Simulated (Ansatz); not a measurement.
# Direct or indirect: Ba2CaP2 sheet (P-3m1)

```
Ba Ca P
1.0
     4.62627    0.00000    0.00000
    -2.31314    4.00647    0.00000
     0.00000    0.00000   21.11000
Ba Ca P
2 1 2
Direct
  0.00000 0.00000 0.35519
  0.33333 0.66667 0.64481
  0.66667 0.33333 0.50000
  0.00000 0.00000 0.57855
  0.33333 0.66667 0.42145
```

Method: Ansatz, PBE, independent particles, without spin-orbit coupling, line width 0.15 eV (Gaussian). The band structure gives a fundamental gap of 0.11 eV. The spectrum of vertical transitions near the edge:

| E (eV) | absorbance (%), E ∥ xy |
| --- | --- |
| 0.00 | 0.00 |
| 0.12 | 0.00 |
| 0.24 | 0.00 |
| 0.36 | 0.10 |
| 0.48 | 0.62 |
| 0.60 | 1.45 |
| 0.72 | 1.74 |
| 0.84 | 2.03 |
| 0.96 | 2.58 |
| 1.08 | 2.62 |
| 1.20 | 2.61 |
| 1.32 | 3.05 |
| 1.44 | 3.50 |
| 1.56 | 3.80 |
| 1.68 | 4.18 |
| 1.80 | 4.80 |

**Question.** Is the gap direct or indirect, and about where do vertical transitions set in?

**Answer.** Indirect, by the band path, whose least direct gap is 0.45 eV. The curves fit this: they stay near zero above 0.11 eV and rise only from about 0.5 eV, though a forbidden direct transition would look alike. Lines are broadened by 0.15 eV, which spreads the edge, and phonons, which would give weak absorption from the fundamental gap up, are left out.

Note: cells built here by substitution need not match a known phase.

[Logs are printed without paths, hosts, clocks, repeated set-up lines and the standing remarks that a program may print on its own settings, such as how far it seeks lower states.]
